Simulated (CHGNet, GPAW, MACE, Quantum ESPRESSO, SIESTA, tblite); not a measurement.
# SIESTA runs on random packing of Si18Te82 (at. %) (65 atoms), part 2 of 2

Wanted: SIESTA inputs and outputs for random packing of Si18Te82 (at. %) (65 atoms), checked against a plane-wave reference.

Program: SIESTA 5.4.2; the method stands at each step. Banners, paths, timers and routine set-up lines are dropped from the logs unmarked, and long logs keep their key lines alone; longer cuts are marked. The potentials were converted by us to PSML.

So far. Step 3 (PBE, SZP, shift 0.01 Ry, mesh 300 Ry): Against the first run (35 %), the force difference from the reference is 57 %, at 0.79 times the CPU time, with 850 basis functions against 1110: the smaller basis costs accuracy. Step 4 (PBE, DZP, shift 0.04 Ry, mesh 300 Ry): Against the first run (35 %), the force difference from the reference is 22 %, at 0.63 times the CPU time: tighter orbitals come nearer here, likely by a cancellation of errors.

**5. PBE, SZ, shift 0.01 Ry, mesh 300 Ry**

Method: Kohn-Sham DFT, PBE, PseudoDojo 0.4.1 norm-conserving pseudopotentials (converted to PSML), numerical atomic orbitals (SZ), diagonalisation.

File input.fdf:

```
SystemLabel cell
NumberOfAtoms 65
NumberOfSpecies 2
%block ChemicalSpeciesLabel
  1 14 Si
  2 52 Te
%endblock ChemicalSpeciesLabel
LatticeConstant 1.0 Ang
%block LatticeVectors
  12.97040 0.00000 0.00000
  0.00000 12.97040 0.00000
  0.00000 0.00000 12.97040
%endblock LatticeVectors
PAO.BasisSize SZ
PAO.EnergyShift 0.01 Ry
XC.Functional GGA
XC.Authors PBE
MeshCutoff 300 Ry
%block kgrid_Monkhorst_Pack
  1 0 0 0.0
  0 1 0 0.0
  0 0 1 0.0
%endblock kgrid_Monkhorst_Pack
SolutionMethod diagon
OccupationFunction FD
ElectronicTemperature 580 K
SCF.Mixer.Method Pulay
SCF.Mixer.Weight 0.05
SCF.Mixer.History 8
SCF.Mix Hamiltonian
MaxSCFIterations 300
SCF.DM.Tolerance 1e-04
SCF.H.Tolerance 1.0e-3 eV
WriteForces T
Write.HirshfeldPop T
Write.VoronoiPop T
Write.DM F
Write.H F
XML.Write F
AtomicCoordinatesFormat Fractional
%block AtomicCoordinatesAndAtomicSpecies
[... 65 atom lines left out: the same atoms as in the first run ...]
%endblock AtomicCoordinatesAndAtomicSpecies
```

Launch:

```sh
OMP_NUM_THREADS=1 siesta < input.fdf > output.txt
```

Output:

```text
Version         : 5.4.2
reinit: System Name:
reinit: System Label: cell
initatom: Reading input for the pseudopotentials and atomic orbitals ----------
Species number:   1 Atomic number:   14 Label: Si
Species number:   2 Atomic number:   52 Label: Te
Ground state valence configuration (from tables):   3s02  3p02  3d00  4f00
Ground state valence configuration (from tables):   5s02  5p04  5d00  4f00
---- Processing specs for species: Si
GGA--PBE XC_GGA_X_PBE--XC_GGA_C_PBE pb
---- Processing specs for species: Te
GGA--PBE XC_GGA_X_PBE--XC_GGA_C_PBE pb
[... lines left out ...]
stepf: Fermi-Dirac step function
        iscf     Eharris(eV)        E_KS(eV)     FreeEng(eV)     dDmax    Ef(eV) dHmax(eV)
[... lines left out ...]
SCF Convergence by DM+H criterion
[... lines left out ...]
SCF cycle converged after 22 iterations
[... lines left out ...]
   Max    8.270055
[... lines left out ...]
   Max    8.270055    constrained
Stress tensor Voigt[x,y,z,yz,xz,xy] (kbar):     -115.65     -110.55     -121.87        3.66      -10.66       -3.93
[... lines left out ...]
siesta: FreeEng =   -152409.162500
[... lines left out ...]
siesta:       Ion-ion =  -62878.798415
siesta:         Total = -152408.704356
siesta:         Fermi =      -3.079561
siesta: Stress tensor (static) (eV/Ang**3):
siesta:    -0.072186   -0.002452   -0.006656
siesta:    -0.002452   -0.069001    0.002283
siesta:    -0.006656    0.002283   -0.076067
siesta: Cell volume =       2182.026944 Ang**3
siesta: Pressure (static):
siesta:                Solid            Molecule  Units
siesta:           0.00078873          0.00100963  Ry/Bohr**3
siesta:           0.07241785          0.09270038  eV/Ang**3
siesta:         116.02619071        148.52238023  kBar
    Orbital volume contribution        =          21.086407 eV
    (Free)E + p_basis*V_orbitals       =     -152388.076093 eV
    (Free)Eharris+ p_basis*V_orbitals  =     -152388.076100 eV
Hirshfeld Atomic Populations:
Atom #   charge [q] valence [e]  Species
     1    -0.086523    4.086523  Si
     2    -0.063586    4.063586  Si
     3    -0.074180    4.074180  Si
[...]
13     0.024434   15.975566  Te
    14    -0.033733   16.033733  Te
    15    -0.002741   16.002741  Te
[...]
--------------------
 Total    -0.000027
Voronoi Atomic Populations:
Atom #   charge [q] valence [e]  Species
[...]
11    -0.042619    4.042619  Si
    12    -0.062395    4.062395  Si
[...]
64    -0.008244   16.008244  Te
    65     0.010697   15.989303  Te
--------------------
 Total    -0.000027
```

Run time: 2 min. Hardware: 1 thread of Arm Neoverse V1, shared host; peak memory 0.76 GiB.

Compared with the plane-wave run:

```yaml
r_m_s_force_component: 1.965 eV/Å
r_m_s_difference_of_force_components: 958.4 meV/Å
longest_difference_of_force_vectors: 3948 meV/Å
force_difference_over_r_m_s_force: 87.77 %
slope_of_forces_against_the_reference_s: 1.734
correlation_of_force_components: 0.9637
pressure: 11.6 GPa
pressure_difference: 7.011 GPa
```

This is a coarse setting, run to see what it loses.

Against the first run (35 %), the force difference from the reference is 88 %, at 0.40 times the CPU time, with 525 basis functions against 1110: the smaller basis costs accuracy.

**6. Side by side**

Differences are against the plane-wave reference, forces as r.m.s. over components; share is that over the reference's r.m.s. force, slope the least-squares factor from reference forces to these. Total energies of different programs have different zeros and aren't compared.

```csv
run,"Δ force, r.m.s. (meV/Å)",share (%),slope,Δ pressure (GPa),cores,CPU time,memory (GiB)
reference,-,-,-,-,4,13 min,4.5
"SIESTA PBE, DZP, shift 0.01 Ry, mesh 300 Ry",386,35.3,1.304,1.33,1,5.1 min,1.3
"SIESTA PBE, SZP, shift 0.01 Ry, mesh 300 Ry (coarse)",622,56.9,1.463,2.50,1,4 min,1.2
"SIESTA PBE, DZP, shift 0.04 Ry, mesh 300 Ry (coarse)",243,22.2,1.152,-9.73,1,3.2 min,0.98
"SIESTA PBE, SZ, shift 0.01 Ry, mesh 300 Ry (coarse)",958,87.8,1.734,7.01,1,2 min,0.76
```

Rows marked coarse were listed beforehand as settings not expected to be converged; some can still land near the reference.

CPU time is summed over cores on a shared host, where runs went side by side, so it is rough. Symmetry, cutoffs, thresholds, outputs and thread counts weren't matched or tuned between programs; memory under MPI is the largest rank's times the ranks.

A second geometry, displaced anew (every atom was moved at random, 0.04 Å r.m.s. a Cartesian component), gives an energy difference that all programs can be tested on. The reference puts it at -14.53 meV/atom.

```csv
run,energy less the first geometry's (meV/atom),error (meV/atom),force share at the second geometry (%)
"SIESTA PBE, DZP, shift 0.01 Ry, mesh 300 Ry",-19.86,-5.33,36.4
"SIESTA PBE, SZP, shift 0.01 Ry, mesh 300 Ry",-21.67,-7.14,58.8
"SIESTA PBE, DZP, shift 0.04 Ry, mesh 300 Ry",-13.10,1.44,22.7
"SIESTA PBE, SZ, shift 0.01 Ry, mesh 300 Ry",-23.31,-8.77,92.8
```

Further runs of this program without a result: SIESTA optB88-vdW, PBE potentials, DZP, shift 0.01 Ry, mesh 300 Ry (cut off at its time limit).

**7. Summary of results**

| Quantity | Value |
| --- | --- |
| nearest in forces | SIESTA PBE, DZP, shift 0.04 Ry, mesh 300 Ry (coarse), 22 % |
| its CPU time | 3.2 min |

What this shows: The PBE run in local orbitals, coarse settings apart, differs by 35 % (SIESTA PBE, DZP, shift 0.01 Ry, mesh 300 Ry); basis, grid and potentials can all enter. Runs with settings chosen to be coarse differ by 22 % (SIESTA PBE, DZP, shift 0.04 Ry, mesh 300 Ry) to 88 % (SIESTA PBE, SZ, shift 0.01 Ry, mesh 300 Ry), their programs' other errors included. Of the electronic-structure runs that take under half the reference's CPU time, SIESTA PBE, DZP, shift 0.04 Ry, mesh 300 Ry comes nearest, at 22 % in 3.2 min against 13 min; its pressure misses by -9.7 GPa. SIESTA PBE, SZ, shift 0.01 Ry, mesh 300 Ry stiffens the forces by a factor of 1.73 while following their directions (correlation 0.964); the slopes of the 4 SIESTA runs lie between 1.15 and 1.73. In pressure, SIESTA PBE, DZP, shift 0.04 Ry, mesh 300 Ry misses by -9.7 GPa, at the same functional. The energy difference between the two geometries, -14.5 meV/atom in the reference, is met best by SIESTA PBE, DZP, shift 0.04 Ry, mesh 300 Ry (coarse) (+1.44) and worst by SIESTA PBE, SZ, shift 0.01 Ry, mesh 300 Ry (coarse) (-8.77). The potentials hold different valence shells: 366 electrons in the reference, 896 in SIESTA; this bears on time and differences. The reference's pressure holds the uncorrected Pulay stress of its 45 Ry basis, so small pressure differences, and their order, may be the reference's own error. The reference's pressure of 4.6 GPa belongs to a cell and atoms that aren't relaxed at this level. The electronic-structure runs sample only Γ, in a cell whose shortest periodic width is 13 Å, which is coarse for a cell with partly filled levels. Spin–orbit coupling is left out, which matters for the levels of the heavy elements.

[Also dropped from logs without a mark: logging warnings of Python, and SIESTA's first energy breakdown and zero terms.]

[Logs are printed without paths, hosts, clocks, repeated set-up lines and the standing remarks that a program may print on its own settings, such as how far it seeks lower states.]

[Hosts, paths, dates, database ids (printed as entryN), source tags and the programs' standing remarks are cut or masked in the printed files.]
